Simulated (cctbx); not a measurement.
# Lattice, Laue class and space group of a new crystal

Cell: a = 7.0890 Å, b = 7.0890 Å, c = 7.0890 Å, α = 90.00°, β = 90.00°, γ = 90.00°. Expected content of the cell: V12 Si16.

The data are simulated with cctbx, not measured: Mo Kα, λ = 0.71073 Å, to d = 0.8 Å, 80 % of the full sphere, strongest reflection 40000 counts, noise from counting, a 2 % proportional error and a noise floor of 4 counts (s.d.); no absorption.

Tests on the unmerged data give:

```text
2336 reflections to d = 0.803 A
centring   violations  <I/sigma> of those
    A        545 of  1183     13.8
    B        527 of  1181     13.3
    C        512 of  1146     13.6
    I          0 of  1157      0.0
    R        646 of  1567     12.9
    F        792 of  1755     13.6
Laue class    unique    Rint  (classes that these axes allow; Friedel mates merged)
I 1 2/m 1         400   0.025
I 1 1 2/m         399   0.025
I 2/m 1 1         397   0.025
I m m m           233   0.026
I 4/m             203   0.026
I 4/m m m         130   0.026
I m -3             79   0.027
I m -3 m           53   0.027
space group    extra absences  I>4sigma  <I/sigma>
I 4 3 2                 0          0         -  acentric
I 41 3 2               12          0       0.2  acentric
I -4 3 m                0          0         -  acentric
I -4 3 d              192          0       0.1  acentric
I m -3 m                0          0         -  centric
Wilson B = 2.44 A^2   <|E^2-1|> = 0.647 (0.968 centric, 0.736 acentric)   E^2>4: 0.0 %
shell (A)         n   <I/sigma>
 5.01 - 1.27     16     85.4
 1.27 - 1.01     12     81.2
 1.01 - 0.88     12    102.6
 0.88 - 0.80     13     66.3
```

Q: Read the symmetry from these tables.

The reflections that I centring forbids are absent (⟨I/σ⟩ near 0), so the lattice is I.

Rint stays low (0.025 to 0.027) up to I m -3 m, the highest class in these axes.

5 settings pass the absence test. The most absences obeyed, 192, belong to I -4 3 d alone.

⟨|E²−1|⟩ = 0.647 leans to a non-centrosymmetric structure, or to twinning, which lowers it. The Wilson B of 2.44 Å² means U ≈ 0.0309 Å².

The true group is I-43d (no. 220), Laue class m-3m, non-centrosymmetric. The tables fix it.

The model was made for the exercise: a known structure type with other elements put in, its volume estimated, not relaxed; displacement parameters are assumed.

[Logs are printed without paths, hosts, clocks, repeated set-up lines and the standing remarks that a program may print on its own settings, such as how far it seeks lower states.]
